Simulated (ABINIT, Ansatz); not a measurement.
# Sr3SbN (Pm-3m): changed settings of a GW run in ABINIT

A base run on Sr3SbN (Pm-3m), then changed inputs.

Program: ABINIT 10.8.3. Level of theory: LDA and many-body steps on it, plane waves. Results are calculated unless marked as measured.

## (1) The structure

The structure is cubic, space group Pm-3m (No. 221). The conventional cell has a = 5.195 Å, b = 5.195 Å, c = 5.195 Å, α = 90.00°, β = 90.00°, γ = 90.00°. Sr has 2 N at 2.60 Å nearest. Sb has 12 Sr at 3.67 Å nearest. Nearest to N lie 6 Sr at 2.60 Å. Farther neighbours and most contacts between anions are not listed.

The cell and positions are those that the Materials Project relaxed with its own functionals (PBE, PBE+U or r2SCAN), kept fixed. Spin-orbit coupling is left out unless a step names it.

## (2) Screening, 2×2×2 mesh, 199 bands, screening to 141.5 eV

This step: ABINIT 10.8.3; RPA screening on LDA, plane waves, norm-conserving pseudopotentials.

The RPA dielectric matrix is built and inverted for each q.

The input, run.abi:

```
acell 3*1.0 Angstrom
rprim 
  5.194965140000 0.000000000000 0.000000000000
  0.000000000000 5.194965140000 0.000000000000
  0.000000000000 0.000000000000 5.194965140000
ntypat 3
znucl 38 51 7
natom 5
typat 1 1 1 2 3
xred 
  0.000000000000 0.500000000000 0.500000000000
  0.500000000000 0.500000000000 0.000000000000
  0.500000000000 0.000000000000 0.500000000000
  0.000000000000 0.000000000000 0.000000000000
  0.500000000000 0.500000000000 0.500000000000
pp_dirpath "pseudos"
pseudos "Sr.upf, Sb.upf, N.upf"
ecut 40
ngkpt 2 2 2
nshiftk 1
shiftk 0 0 0
kptopt 1
chksymbreak 0
istwfk *1
occopt 1
irdwfk 1
optdriver 3
nband 199
ecuteps 5.2
inclvkb 2
awtr 1
symchi 1
indata_prefix "in"
outdata_prefix "out"
tmpdata_prefix "tmp"
```

Launch:

```
> OMP_NUM_THREADS=1 mpirun -n 4 abinit run.abi > log
```

What it wrote:

```text
.Version 10.8.3 of ABINIT. v10.8.2 released Aug 2026.

 Symmetries : space group Pm -3 m (#221); Bravais cP (primitive cubic)
[... echo of the input left out ...]
== DATASET  1 ==================================================================
-   mpi_nproc: 4, omp_nthreads: 1 (-1 if OMP is not activated)

--- !DatasetInfo
iteration_state: {dtset: 1, }
dimensions: {natom: 5, nkpt: 4, mband: 199, nsppol: 1, nspinor: 1, nspden: 1, mpw: 11536, }
cutoff_energies: {ecut:  40.0, pawecutdg:  -1.0, }
electrons: {nelect:   5.80000000E+01, charge:   0.00000000E+00, occopt:   1.00000000E+00, tsmear:   1.00000000E-02, }

 SCREENING: Calculation of the susceptibility and dielectric matrices

 Based on a program developped by R.W. Godby, V. Olevano, G. Onida, and L. Reining.
 Incorporated in ABINIT by V. Olevano, G.-M. Rignanese, and M. Torrent.
.Using double precision arithmetic ; gwpc =  8

[... cell and pseudopotentials left out ...]
--------------------------------------------------------------------------------

 ==== K-mesh for the wavefunctions ====
 Number of points in the irreducible wedge :     4
[... list of points left out ...]
 Together with 48 symmetry operations and time-reversal symmetry
 yields     8 points in the full Brillouin Zone.

 ==== Q-mesh for the screening function ====
 Number of points in the irreducible wedge :     4
[... list of points left out ...]
 Together with 48 symmetry operations and time-reversal symmetry
 yields     8 points in the full Brillouin Zone.

 setmesh: FFT mesh size selected  =    40x   40x   40
          total number of points  =        64000

 vcoul_init : cutoff-mode = AUXILIARY_FUNCTION
 q-points for optical limit:   1
     1)      0.000010    0.000020    0.000030

- screening: taking advantage of time-reversal symmetry
- Maximum band index for partially occupied states nbvw = 29
- Remaining bands to be divided among processors   nbcw = 170
- Number of bands treated by each node ~42

 Number of electrons calculated from density =   58.0000; Expected =   58.0000
 average of density, n =  0.061303
 r_s =    1.5733
 omega_plasma =   23.8835 [eV]

 calculating chi0 at frequencies [eV] :
  1    0.000000E+00    0.000000E+00
  2    0.000000E+00    2.388347E+01

--------------------------------------------------------------------------------
  q-point number  1        q = ( 0.000000, 0.000000, 0.000000) [r.l.u.]
--------------------------------------------------------------------------------
[... chi0 elements left out ...]
 For q-point:  0.000010 0.000020 0.000030
  dielectric constant = 186.7254
  dielectric constant without local fields = 215.2916

  Average fulfillment of the sum rule on Im[epsilon] for q-point    1 :     66.66  [%]
[... wings left out ...]
  q-point number  2        q = ( 0.500000, 0.000000, 0.000000) [r.l.u.]
--------------------------------------------------------------------------------
[... chi0 elements left out ...]
  Average fulfillment of the sum rule on Im[epsilon] for q-point    2 :     71.57  [%]

 [... 2 further q-points ...]
```

The job ended after 79 s (4 MPI ranks of Arm Neoverse V1, shared host; peak memory 2 GiB; 5.3 min of CPU time).

This step gave:

```
ε∞ with local fields, on this mesh, along the program's q direction : 186.7
the same without local fields                                       : 215.3
plasma frequency                                                    : 23.88 eV
plane waves in the screening matrix                                 : 515
```

Local fields lower ε∞ by 13 %. The value itself is an artefact of the mesh, where one narrow direct gap carries too much weight.

## (3) Base

The self-energy is evaluated for the states that the input lists, and the levels follow from it, in one-shot runs by the linearised quasiparticle equation.

This step: G0W0 on LDA, plane waves, norm-conserving pseudopotentials.

run.abi, as its differences from that of step 2:

```diff
@@ -26,8 +26,15 @@
 irdwfk 1
-optdriver 3
+optdriver 4
 nband 199
+gwcalctyp 0
+ecutsigx 40
+symsigma 1
+nkptgw 1
+kptgw 
+  0.0000000000 0.0000000000 0.0000000000
+bdgw 
+  27 31
 ecuteps 5.2
-inclvkb 2
-awtr 1
-symchi 1
+irdscr 1
+ppmodel 1
 indata_prefix "in"
```

What it wrote:

```text
.Version 10.8.3 of ABINIT. v10.8.2 released Aug 2026.

 Symmetries : space group Pm -3 m (#221); Bravais cP (primitive cubic)
[... echo of the input left out ...]
== DATASET  1 ==================================================================
-   mpi_nproc: 4, omp_nthreads: 1 (-1 if OMP is not activated)

--- !DatasetInfo
iteration_state: {dtset: 1, }
dimensions: {natom: 5, nkpt: 4, mband: 199, nsppol: 1, nspinor: 1, nspden: 1, mpw: 11536, }
cutoff_energies: {ecut:  40.0, pawecutdg:  -1.0, }
electrons: {nelect:   5.80000000E+01, charge:   0.00000000E+00, occopt:   1.00000000E+00, tsmear:   1.00000000E-02, }

 SIGMA: Calculation of the GW corrections

 Based on a program developped by R.W. Godby, V. Olevano, G. Onida, and L. Reining.
 Incorporated in ABINIT by V. Olevano, G.-M. Rignanese, and M. Torrent.
.Using double precision arithmetic ; gwpc =  8

[... cell and pseudopotentials left out ...]
--------------------------------------------------------------------------------

 ==== K-mesh for the wavefunctions ====
 Number of points in the irreducible wedge :     4
[... list of points left out ...]
 Together with 48 symmetry operations and time-reversal symmetry
 yields     8 points in the full Brillouin Zone.

 ==== Q-mesh for screening function ====
 Number of points in the irreducible wedge :     4
[... list of points left out ...]
 Together with 48 symmetry operations and time-reversal symmetry
 yields     8 points in the full Brillouin Zone.

 vcoul_init : cutoff-mode = AUXILIARY_FUNCTION
 q-points for optical limit:   1
     1)      0.000010    0.000020    0.000030
 setmesh: FFT mesh size selected  =    60x   60x   60
          total number of points  =       216000

 Number of electrons calculated from density =   58.0000; Expected =   58.0000
 average of density, n =  0.061303
 r_s =    1.5733
 omega_plasma =   23.8835 [eV]

 === KS Band Gaps ===
  >>>> For spin  1
   Minimum direct gap =   0.2503 [eV], located at k-point      :   0.0000  0.0000  0.0000
   Fundamental gap    =   0.2503 [eV], Top of valence bands at :   0.0000  0.0000  0.0000
                                       Bottom of conduction at :   0.0000  0.0000  0.0000
 SIGMA fundamental parameters:
 PLASMON POLE MODEL  1
 number of plane-waves for SigmaX                11459
 number of plane-waves for SigmaC and W            515
 number of plane-waves for wavefunctions         11459
 number of bands                                   199
 number of independent spin polarizations            1
 number of spinorial components                      1
 number of k-points in IBZ                           4
 number of q-points in IBZ                           4
 number of symmetry operations                      48
 number of k-points in BZ                            8
 number of q-points in BZ                            8
 number of frequencies for dSigma/dE                 9
 frequency step for dSigma/dE [eV]                0.25
 number of omega for Sigma on real axis              0
 max omega for Sigma on real axis  [eV]           0.00
 zcut for avoiding poles [eV]                     0.10

 EPSILON^-1 parameters (SCR file):
 dimension of the eps^-1 matrix on file            515
 dimension of the eps^-1 matrix used               515
 number of plane-waves for wavefunctions         11459
 number of bands                                   199
 number of q-points in IBZ                           4
 number of frequencies                               2
 number of real frequencies                          1
 number of imag frequencies                          1

 matrix elements of self-energy operator (all in [eV])

 Perturbative Calculation

--- !SelfEnergy_ee
iteration_state: {dtset: 1, }
kpoint     : [   0.000,    0.000,    0.000, ]
spin       : 1
KS_gap     :    0.250
QP_gap     :    0.454
Delta_QP_KS:    0.204
data: !SigmaeeData |
     Band     E0 <VxcDFT>   SigX SigC(E0)      Z dSigC/dE  Sig(E)    E-E0       E
       27   6.668 -14.898 -17.593   2.974   0.748  -0.337 -14.689   0.210   6.877
       28   6.668 -14.898 -17.593   2.974   0.748  -0.337 -14.689   0.210   6.877
       29   6.668 -14.898 -17.593   2.974   0.748  -0.337 -14.689   0.210   6.877
       30   6.918  -8.573  -4.116  -3.943   0.803  -0.245  -8.159   0.413   7.331
       31   6.918  -8.573  -4.116  -3.943   0.803  -0.245  -8.159   0.413   7.331

== END DATASET(S) ==============================================================
================================================================================

 -outvars: echo values of variables after computation  --------
           etotal      0.0000000000E+00
            nband         199
             nkpt           4
          spgroup         221
 [... the other variables as echoed above ...]

 Calculation completed.
```

Run time: 18 s. Hardware: 4 MPI ranks; peak memory 1.6 GiB; 71 s of CPU time.

This step gave:

```
G0W0 gap on the points computed              : 0.4540 eV
starting gap on the mesh                     : 0.2503 eV
k of the valence top                         : 0, 0, 0
k of the conduction bottom                   : 0, 0, 0
Z at the valence top                         : 0.748
Z at the conduction bottom                   : 0.803
least direct G0W0 gap on the computed points : 0.4540 eV
```

The gap on the mesh goes from 0.25 eV to 0.45 eV, a correction of +0.20 eV.

## (4) No symmetry in the self-energy

run.abi, as its differences from that of step 3:

```diff
@@ -30,3 +30,3 @@
 ecutsigx 40
-symsigma 1
+symsigma 0
 nkptgw 1
```

What it wrote:

```text
.Version 10.8.3 of ABINIT. v10.8.2 released Aug 2026.

 Symmetries : space group Pm -3 m (#221); Bravais cP (primitive cubic)
[... echo of the input left out ...]
== DATASET  1 ==================================================================
-   mpi_nproc: 4, omp_nthreads: 1 (-1 if OMP is not activated)

--- !DatasetInfo
iteration_state: {dtset: 1, }
dimensions: {natom: 5, nkpt: 4, mband: 199, nsppol: 1, nspinor: 1, nspden: 1, mpw: 11536, }
cutoff_energies: {ecut:  40.0, pawecutdg:  -1.0, }
electrons: {nelect:   5.80000000E+01, charge:   0.00000000E+00, occopt:   1.00000000E+00, tsmear:   1.00000000E-02, }

 SIGMA: Calculation of the GW corrections

 Based on a program developped by R.W. Godby, V. Olevano, G. Onida, and L. Reining.
 Incorporated in ABINIT by V. Olevano, G.-M. Rignanese, and M. Torrent.
.Using double precision arithmetic ; gwpc =  8

[... cell and pseudopotentials left out ...]
--------------------------------------------------------------------------------

 ==== K-mesh for the wavefunctions ====
 Number of points in the irreducible wedge :     4
[... list of points left out ...]
 Together with 48 symmetry operations and time-reversal symmetry
 yields     8 points in the full Brillouin Zone.

 ==== Q-mesh for screening function ====
 Number of points in the irreducible wedge :     4
[... list of points left out ...]
 Together with 48 symmetry operations and time-reversal symmetry
 yields     8 points in the full Brillouin Zone.

 vcoul_init : cutoff-mode = AUXILIARY_FUNCTION
 q-points for optical limit:   1
     1)      0.000010    0.000020    0.000030
 setmesh: FFT mesh size selected  =    60x   60x   60
          total number of points  =       216000

 Number of electrons calculated from density =   58.0000; Expected =   58.0000
[...]
number of q-points in IBZ                           4
 number of symmetry operations                      48
 number of k-points in BZ                            8
 number of q-points in BZ                            8
 number of frequencies for dSigma/dE                 9
 frequency step for dSigma/dE [eV]                0.25
 number of omega for Sigma on real axis              0
 max omega for Sigma on real axis  [eV]           0.00
 zcut for avoiding poles [eV]                     0.10

 EPSILON^-1 parameters (SCR file):
 dimension of the eps^-1 matrix on file            515
 dimension of the eps^-1 matrix used               515
 number of plane-waves for wavefunctions         11459
 number of bands                                   199
 number of q-points in IBZ                           4
 number of frequencies                               2
 number of real frequencies                          1
 number of imag frequencies                          1

 matrix elements of self-energy operator (all in [eV])

 Perturbative Calculation

--- !SelfEnergy_ee
iteration_state: {dtset: 1, }
kpoint     : [   0.000,    0.000,    0.000, ]
spin       : 1
KS_gap     :    0.250
QP_gap     :    0.454
Delta_QP_KS:    0.204
data: !SigmaeeData |
     Band     E0 <VxcDFT>   SigX SigC(E0)      Z dSigC/dE  Sig(E)    E-E0       E
       27   6.668 -14.898 -17.593   2.974   0.748  -0.338 -14.689   0.209   6.877
       28   6.668 -14.898 -17.593   2.975   0.748  -0.337 -14.688   0.210   6.878
       29   6.668 -14.898 -17.593   2.974   0.748  -0.337 -14.689   0.209   6.877
       30   6.918  -8.573  -4.116  -3.943   0.803  -0.245  -8.159   0.413   7.331
       31   6.918  -8.573  -4.116  -3.943   0.803  -0.245  -8.159   0.413   7.331

== END DATASET(S) ==============================================================
================================================================================

 -outvars: echo values of variables after computation  --------
           etotal      0.0000000000E+00
            nband         199
             nkpt           4
          spgroup         221
 [... the other variables as echoed above ...]

 Calculation completed.
```

Elapsed: 32 s, on 4 MPI ranks; peak memory 1.7 GiB; 2.1 min of CPU time.

This step gave:

* G0W0 gap on the points computed: 0.4530 eV
* starting gap on the mesh: 0.2503 eV
* k of the valence top: 0, 0, 0
* k of the conduction bottom: 0, 0, 0
* Z at the valence top: 0.748
* Z at the conduction bottom: 0.803
* least direct G0W0 gap on the computed points: 0.4530 eV

Against G0W0 in ABINIT (2×2×2 mesh, 199 bands, screening to 141.5 eV, Godby-Needs plasmon pole), the gap moves by −0.001 eV.

(Continued in part 2 of 2.)

[Paths, hosts, dates, memory and timing lines, banners, echoed tables and standing remarks are left out of the program output.]

[Logs are printed without paths, hosts, clocks, repeated set-up lines and the standing remarks that a program may print on its own settings, such as how far it seeks lower states.]

[Runs of the session that timed out or met a known fault of the program may be left out.]

[No measured gap is set beside runs whose start may be inverted or whose files or cutoffs have a known fault.]

[Hosts, paths, dates, database ids (printed as entryN), source tags and the programs' standing remarks are cut or masked in the printed files.]

[G0W0 gaps are taken among the corrected bands and points alone; a level outside them can change the order at an edge.]

[Where Ansatz stands beside ABINIT at settings called matched, ABINIT's density can come from a denser mesh and the files from another edition; pairs whose starting gaps differed by over 0.03 eV were left out, so agreement reads better than it is.]
